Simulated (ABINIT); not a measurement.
**Tellurium (P3_121, 3 atoms a cell): a self-consistent loop beyond G0W0, cycle by cycle**

Aim: iterate the self-energy on Tellurium (P3_121, 3 atoms a cell) and follow the gap from cycle to cycle.

Main program and level: ABINIT 10.8.3; PBE and many-body steps on it, plane waves.

Most raw output is cut from this account.

The database entry behind the starting cell differs from later determinations by our own check (inner coordinate of an old entry), so it need not match the best structure at ambient conditions.

### 1. Set-up

It takes space group P3_121 (No. 152, trigonal). Conventional cell: a = 4.454 Å, b = 4.454 Å, c = 5.924 Å, α = 90.00°, β = 90.00°, γ = 120.00°. Te has 2 Te at 2.86 Å nearest.

The cell and positions come from the Crystallography Open Database and are kept as given unless a step says otherwise. Spin-orbit coupling is left out unless a step names it.

### 2. Empty states on the mesh, 3×3×2 mesh, 248 bands

This step: ABINIT 10.8.3; DFT, PBE, plane waves, norm-conserving pseudopotentials.

The sums over transitions need many empty states on a uniform mesh; this step solves for them.

run.abi reads:

```
acell 3*1.0 Angstrom
rprim 
  4.454000000025 -0.000000000006 0.000000000000
  -2.227000000008 3.857277148481 0.000000000000
  0.000000000000 0.000000000000 5.924000000000
ntypat 1
znucl 52
natom 3
typat 1 1 1
xred 
  0.269000000000 0.000000000000 0.333333333333
  0.000000000000 0.269000000000 0.666666666667
  0.731000000000 0.731000000000 -0.000000000000
pp_dirpath "pseudos"
pseudos "Te.upf"
ecut 39
ngkpt 3 3 2
nshiftk 1
shiftk 0 0 0
kptopt 1
chksymbreak 0
iscf -2
irdden 1
istwfk *1
nband 248
nbdbuf 22
tolwfr 1e-09
nstep 60
prtvol 0
indata_prefix "in"
outdata_prefix "out"
tmpdata_prefix "tmp"
```

The run is started by

```bash
$ OMP_NUM_THREADS=1 mpirun -n 4 abinit run.abi > log
```

It took 2.3 min on 4 MPI ranks of Arm Neoverse V2, shared host; peak memory 0.58 GiB; 9.2 min of CPU time.

Numbers from this step:

* gap: 0.1888 eV
* k of the valence top: 0.3333, 0.3333, 0.5
* k of the conduction bottom: 0.3333, 0.3333, 0.5
* least direct gap: 0.1888 eV
* k points computed: 6
* lowest point of the top converged band, above the valence top: 74.6030 eV

On this mesh the gap is 0.189 eV.

The density comes from a self-consistent run that is not shown.

### 3. Screening, 3×3×2 mesh, 226 bands, screening to 130.6 eV

The RPA dielectric matrix is built and inverted for each q.

This step: RPA screening on PBE, plane waves, norm-conserving pseudopotentials.

run.abi, as its differences from that of step 2:

```diff
@@ -21,10 +21,11 @@
 chksymbreak 0
-iscf -2
-irdden 1
 istwfk *1
-nband 248
-nbdbuf 22
-tolwfr 1e-09
-nstep 60
-prtvol 0
+occopt 1
+irdwfk 1
+optdriver 3
+nband 226
+ecuteps 4.8
+inclvkb 2
+awtr 1
+symchi 1
 indata_prefix "in"
```

Run time: 1.9 min. Hardware: 4 MPI ranks; peak memory 1.7 GiB; 7.8 min of CPU time.

This step gave:

* ε∞ with local fields, on this mesh, along the program's q direction: 1330
* the same without local fields: 1645
* plasma frequency: 31.23 eV
* plane waves in the screening matrix: 329

Local fields lower ε∞ by 19 %. The value itself is an artefact of the mesh, where one narrow direct gap carries too much weight.

### 4. G0W0

The self-energy is evaluated for the states that the input lists, and the levels follow from it, in one-shot runs by the linearised quasiparticle equation.

This step: G0W0 on PBE, plane waves, norm-conserving pseudopotentials.

run.abi, as its differences from that of step 3:

```diff
@@ -24,8 +24,17 @@
 irdwfk 1
-optdriver 3
+optdriver 4
 nband 226
+gwcalctyp 0
+ecutsigx 39
+symsigma 1
+nkptgw 2
+kptgw 
+  0.3333333333 0.3333333333 0.5000000000
+  0.0000000000 0.0000000000 0.0000000000
+bdgw 
+  35 39
+  34 38
 ecuteps 4.8
-inclvkb 2
-awtr 1
-symchi 1
+irdscr 1
+ppmodel 1
 indata_prefix "in"
```

Wall time 20 s (4 MPI ranks); peak memory 1.4 GiB; 80 s of CPU time.

This step gave:

```yaml
g0w0_gap_on_the_points_computed: 0.4400 eV
starting_gap_on_the_mesh: 0.1888 eV
k_of_the_valence_top: 0.3333, 0.3333, 0.5
k_of_the_conduction_bottom: 0.3333, 0.3333, 0.5
z_at_the_valence_top: 0.791
z_at_the_conduction_bottom: 0.793
least_direct_g0w0_gap_on_the_computed_points: 0.4400 eV
```

The gap on the mesh goes from 0.19 eV to 0.44 eV, a correction of +0.25 eV.

### 5. evGW0, cycle 1

This step: evGW0 on PBE, plane waves, norm-conserving pseudopotentials.

run.abi, as its differences from that of step 4:

```diff
@@ -26,12 +26,20 @@
 nband 226
-gwcalctyp 0
+gwcalctyp 10
 ecutsigx 39
 symsigma 1
-nkptgw 2
+nkptgw 6
 kptgw 
+  0.0000000000 0.0000000000 0.0000000000
+  0.3333333333 0.0000000000 0.0000000000
+  0.3333333333 0.3333333333 0.0000000000
+  0.0000000000 0.0000000000 0.5000000000
+  0.3333333333 0.0000000000 0.5000000000
   0.3333333333 0.3333333333 0.5000000000
-  0.0000000000 0.0000000000 0.0000000000
 bdgw 
-  35 39
-  34 38
+  28 42
+  28 42
+  28 42
+  28 42
+  28 42
+  28 42
 ecuteps 4.8
```

Run time: 3.4 min. Hardware: 4 MPI ranks; peak memory 2 GiB.

This step gave:

- quasiparticle gap on the mesh: 0.5060 eV
- gap of the density functional on the mesh: 0.1888 eV
- k of the valence top: 0.3333, 0.3333, 0.5
- k of the conduction bottom: 0.3333, 0.3333, 0.5
- Z at the valence top: 0.791
- Z at the conduction bottom: 0.793
- least direct quasiparticle gap on the computed points: 0.5060 eV

Against G0W0 in ABINIT (3×3×2 mesh, 226 bands, screening to 130.6 eV, Godby-Needs plasmon pole), the gap moves by +0.066 eV. This first cycle still uses the starting levels; it takes the full correction, at all points of the mesh, and its linearised value is 0.440 eV.

### 6. evGW0, cycle 2

The corrected levels of the last cycle go back in.

run.abi, as its differences from that of step 5:

```diff
@@ -47,2 +47,3 @@
 ppmodel 1
+irdqps 1
 indata_prefix "in"
```

Elapsed: 3.4 min, on 4 MPI ranks; peak memory 2 GiB; 13 min of CPU time.

Numbers from this step:

```
quasiparticle gap on the mesh                         : 0.4600 eV
gap of the density functional on the mesh             : 0.1888 eV
k of the valence top                                  : 0.3333, 0.3333, 0.5
k of the conduction bottom                            : 0.3333, 0.3333, 0.5
least direct quasiparticle gap on the computed points : 0.4600 eV
```

Against the cycle before, the gap moves by −0.046 eV.

### 7. evGW0, cycle 3

run.abi is that of step 6.

It took 3.3 min on 4 MPI ranks; peak memory 2 GiB; 13 min of CPU time.

Numbers from this step:

```
quasiparticle gap on the mesh                         : 0.4670 eV
gap of the density functional on the mesh             : 0.1888 eV
k of the valence top                                  : 0.3333, 0.3333, 0.5
k of the conduction bottom                            : 0.3333, 0.3333, 0.5
least direct quasiparticle gap on the computed points : 0.4670 eV
```

Against the cycle before, the gap moves by +0.007 eV.

### 8. Screening, 3×3×2 mesh, 226 bands, screening to 130.6 eV

This step: RPA screening on PBE, plane waves, norm-conserving pseudopotentials.

run.abi reads:

```
acell 3*1.0 Angstrom
rprim 
  4.454000000025 -0.000000000006 0.000000000000
  -2.227000000008 3.857277148481 0.000000000000
  0.000000000000 0.000000000000 5.924000000000
ntypat 1
znucl 52
natom 3
typat 1 1 1
xred 
  0.269000000000 0.000000000000 0.333333333333
  0.000000000000 0.269000000000 0.666666666667
  0.731000000000 0.731000000000 -0.000000000000
pp_dirpath "pseudos"
pseudos "Te.upf"
ecut 39
ngkpt 3 3 2
nshiftk 1
shiftk 0 0 0
kptopt 1
chksymbreak 0
istwfk *1
occopt 1
irdwfk 1
optdriver 3
nband 226
ecuteps 4.8
inclvkb 2
awtr 1
symchi 1
gwcalctyp 10
mbpt_sciss 0.367 eV
nqptdm 1
qptdm 
  0 0 0
indata_prefix "in"
outdata_prefix "out"
tmpdata_prefix "tmp"
```

Elapsed: 65 s, on 4 MPI ranks; peak memory 1.7 GiB.

This step gave:

| Item | Value |
| --- | --- |
| ε∞ with local fields, on this mesh, along the program's q direction | 536.9 |
| the same without local fields | 587.6 |
| plasma frequency | 31.23 eV |
| plane waves in the screening matrix | 329 |

This screening uses the functional's bands under a rigid shift, the mean opening of the cycle before.

### 9. Screening, 3×3×2 mesh, 226 bands, screening to 130.6 eV

This step: RPA screening on PBE from quasiparticle energies, plane waves, norm-conserving pseudopotentials.

run.abi, as its differences from that of step 8:

```diff
@@ -30,7 +30,11 @@
 symchi 1
+irdqps 1
 gwcalctyp 10
-mbpt_sciss 0.367 eV
-nqptdm 1
+nqptdm 5
 qptdm 
-  0 0 0
+  0.3333333333 0.0000000000 0.0000000000
+  0.3333333333 0.3333333333 0.0000000000
+  0.0000000000 0.0000000000 0.5000000000
+  0.3333333333 0.0000000000 0.5000000000
+  0.3333333333 0.3333333333 0.5000000000
 indata_prefix "in"
```

mrgscr.stdin reads:

```
2
merged
q0_SCR
out_SCR
1
```

The run is started by

```bash
$ OMP_NUM_THREADS=1 mpirun -n 4 abinit run.abi > log; mrgscr < mrgscr.stdin
```

Wall time 59 s (4 MPI ranks); peak memory 1.6 GiB; 3.9 min of CPU time.

Numbers from this step:

```
plasma frequency                    : 31.23 eV
plane waves in the screening matrix : 329
```

This screening reads the quasiparticle levels of the cycle before.

### 10. evGW, cycle 1

This step: evGW on PBE, plane waves, norm-conserving pseudopotentials.

run.abi, as its differences from that of step 9:

```diff
@@ -24,12 +24,10 @@
 irdwfk 1
-optdriver 3
+optdriver 4
 nband 226
-ecuteps 4.8
-inclvkb 2
-awtr 1
-symchi 1
-irdqps 1
 gwcalctyp 10
-nqptdm 5
-qptdm 
+ecutsigx 39
+symsigma 1
+nkptgw 6
+kptgw 
+  0.0000000000 0.0000000000 0.0000000000
   0.3333333333 0.0000000000 0.0000000000
@@ -39,2 +37,13 @@
   0.3333333333 0.3333333333 0.5000000000
+bdgw 
+  28 42
+  28 42
+  28 42
+  28 42
+  28 42
+  28 42
+ecuteps 4.8
+irdscr 1
+ppmodel 1
+irdqps 1
 indata_prefix "in"
```

The run is started by

```bash
$ OMP_NUM_THREADS=1 mpirun -n 4 abinit run.abi > log
```

Wall time 3.4 min (4 MPI ranks); peak memory 2.1 GiB; 13 min of CPU time.

Numbers from this step:

```
quasiparticle gap on the mesh                         : 0.484 eV
gap of the density functional on the mesh             : 0.1888 eV
k of the valence top                                  : 0.3333, 0.3333, 0.5
k of the conduction bottom                            : 0.3333, 0.3333, 0.5
least direct quasiparticle gap on the computed points : 0.484 eV
```

Against G0W0 in ABINIT (3×3×2 mesh, 226 bands, screening to 130.6 eV, Godby-Needs plasmon pole), the gap moves by +0.044 eV.

### 11. Screening, 3×3×2 mesh, 226 bands, screening to 130.6 eV

This step: RPA screening on PBE, plane waves, norm-conserving pseudopotentials.

run.abi reads:

```
acell 3*1.0 Angstrom
rprim 
  4.454000000025 -0.000000000006 0.000000000000
  -2.227000000008 3.857277148481 0.000000000000
  0.000000000000 0.000000000000 5.924000000000
ntypat 1
znucl 52
natom 3
typat 1 1 1
xred 
  0.269000000000 0.000000000000 0.333333333333
  0.000000000000 0.269000000000 0.666666666667
  0.731000000000 0.731000000000 -0.000000000000
pp_dirpath "pseudos"
pseudos "Te.upf"
ecut 39
ngkpt 3 3 2
nshiftk 1
shiftk 0 0 0
kptopt 1
chksymbreak 0
istwfk *1
occopt 1
irdwfk 1
optdriver 3
nband 226
ecuteps 4.8
inclvkb 2
awtr 1
symchi 1
gwcalctyp 10
mbpt_sciss 0.399 eV
nqptdm 1
qptdm 
  0 0 0
indata_prefix "in"
outdata_prefix "out"
tmpdata_prefix "tmp"
```

It took 68 s on 4 MPI ranks; peak memory 1.7 GiB.

This step gave:

```yaml
eps_infinity_with_local_fields_on_this_mesh_along_the_program_s_q_direction: 511.3
the_same_without_local_fields: 557.6
plasma_frequency: 31.23 eV
plane_waves_in_the_screening_matrix: 329
```

This screening uses the functional's bands under a rigid shift, the mean opening of the cycle before.

### 12. Screening, 3×3×2 mesh, 226 bands, screening to 130.6 eV

This step: RPA screening on PBE from quasiparticle energies, plane waves, norm-conserving pseudopotentials.

run.abi, as its differences from that of step 11:

```diff
@@ -30,7 +30,11 @@
 symchi 1
+irdqps 1
 gwcalctyp 10
-mbpt_sciss 0.399 eV
-nqptdm 1
+nqptdm 5
 qptdm 
-  0 0 0
+  0.3333333333 0.0000000000 0.0000000000
+  0.3333333333 0.3333333333 0.0000000000
+  0.0000000000 0.0000000000 0.5000000000
+  0.3333333333 0.0000000000 0.5000000000
+  0.3333333333 0.3333333333 0.5000000000
 indata_prefix "in"
```

mrgscr.stdin is that of step 9.

The run is started by

```bash
$ OMP_NUM_THREADS=1 mpirun -n 4 abinit run.abi > log; mrgscr < mrgscr.stdin
```

It took 58 s on 4 MPI ranks; peak memory 1.6 GiB.

Numbers from this step:

```yaml
plasma_frequency: 31.23 eV
plane_waves_in_the_screening_matrix: 329
```

This screening reads the quasiparticle levels of the cycle before.

### 13. evGW, cycle 2

This step: evGW on PBE, plane waves, norm-conserving pseudopotentials.

run.abi, as its differences from that of step 12:

```diff
@@ -24,12 +24,10 @@
 irdwfk 1
-optdriver 3
+optdriver 4
 nband 226
-ecuteps 4.8
-inclvkb 2
-awtr 1
-symchi 1
-irdqps 1
 gwcalctyp 10
-nqptdm 5
-qptdm 
+ecutsigx 39
+symsigma 1
+nkptgw 6
+kptgw 
+  0.0000000000 0.0000000000 0.0000000000
   0.3333333333 0.0000000000 0.0000000000
@@ -39,2 +37,13 @@
   0.3333333333 0.3333333333 0.5000000000
+bdgw 
+  28 42
+  28 42
+  28 42
+  28 42
+  28 42
+  28 42
+ecuteps 4.8
+irdscr 1
+ppmodel 1
+irdqps 1
 indata_prefix "in"
```

The run is started by

```bash
$ OMP_NUM_THREADS=1 mpirun -n 4 abinit run.abi > log
```

Wall time 3.4 min (4 MPI ranks); peak memory 2.1 GiB; 14 min of CPU time.

Numbers from this step:

```
quasiparticle gap on the mesh                         : 0.484 eV
gap of the density functional on the mesh             : 0.1888 eV
k of the valence top                                  : 0.3333, 0.3333, 0.5
k of the conduction bottom                            : 0.3333, 0.3333, 0.5
least direct quasiparticle gap on the computed points : 0.484 eV
```

Against the cycle before, the gap moves by +0.000 eV.

### 14. The runs together

Times are wall times on 4 MPI ranks of Arm Neoverse V2, shared host, good to a factor of about two. A run's time includes the screening step that it read.

```
           run   mesh  bands  screening cutoff (eV)  DFT gap (eV)  gap on the mesh (eV)  direct (eV)  ε∞ used     time
          G0W0  3×3×2    226                  130.6         0.189                 0.440        0.440  1330.36  2.3 min
evGW0, cycle 1  3×3×2    226                  130.6         0.189                 0.506        0.506  1330.36  5.3 min
evGW0, cycle 2  3×3×2    226                  130.6         0.189                 0.460        0.460  1330.36  5.3 min
evGW0, cycle 3  3×3×2    226                  130.6         0.189                 0.467        0.467  1330.36  5.3 min
 evGW, cycle 1  3×3×2    226                  130.6         0.189                 0.484        0.484   536.92  5.4 min
 evGW, cycle 2  3×3×2    226                  130.6         0.189                 0.484        0.484   511.35  5.5 min
```

### 15. Outcome

- G0W0: 0.440 eV
- evGW0, cycle 1: 0.506 eV
- evGW0, cycle 2: 0.460 eV
- evGW0, cycle 3: 0.467 eV
- evGW, cycle 1: 0.484 eV
- evGW, cycle 2: 0.484 eV
- known limits: not at the basis limit; model gap, bands may invert with spin-orbit coupling; screening runs away on this mesh; no spin-orbit coupling; coarse k mesh

**Reading.** Only the bands that the input lists are updated; the others, empty or deep, keep the functional's energies or take a rigid shift. The evGW loop starts from the last levels of evGW0, so its cycles and time come on top of those. evGW0 ends at 0.47 eV, +0.03 eV from G0W0, after 3 cycles that took 10 min beside the first screening; the last moved the gap by 0.007 eV. evGW ends at 0.48 eV, +0.04 eV from G0W0, after 2 cycles that took 11 min beside the first screening; the last moved the gap by 0.000 eV. The first cycle of evGW0 takes the full correction, without the factor Z, so it overshoots the one-shot value. Bands and cutoff are finite, so the gap is not at the basis limit. The miss can reach some tenths of an eV and take either sign; the mesh is an error of its own. The 3×3×2 mesh is coarse for this cell, which bears on the long-range parts of exchange and screening. With atoms this heavy and so narrow a gap, spin-orbit coupling can invert the bands. These scalar-relativistic gaps are then model values, not to be set against experiment, and a spin-orbit change taken from DFT can't simply be added. On this mesh the RPA ε∞ passes 90, more than nearly any semiconductor shows; a coarse mesh does this where one point with a narrow direct gap carries much weight. The screening is then too strong, and the G0W0 gap should not be taken as the material's. In the updated screening the q = 0 part is built from Kohn-Sham bands under a rigid shift, the other q from the quasiparticle levels.

[Paths, hosts, dates, memory and timing lines, banners, echoed tables and standing remarks are left out of the program output.]

[Logs are printed without paths, hosts, clocks, repeated set-up lines and the standing remarks that a program may print on its own settings, such as how far it seeks lower states.]

[Runs of the session that timed out or met a known fault of the program may be left out.]

[Hosts, paths, dates, database ids (printed as entryN), source tags and the programs' standing remarks are cut or masked in the printed files.]

[G0W0 gaps are taken among the corrected bands and points alone; a level outside them can change the order at an edge.]

[Where Ansatz stands beside ABINIT at settings called matched, ABINIT's density can come from a denser mesh and the files from another edition; pairs whose starting gaps differed by over 0.03 eV were left out, so agreement reads better than it is.]
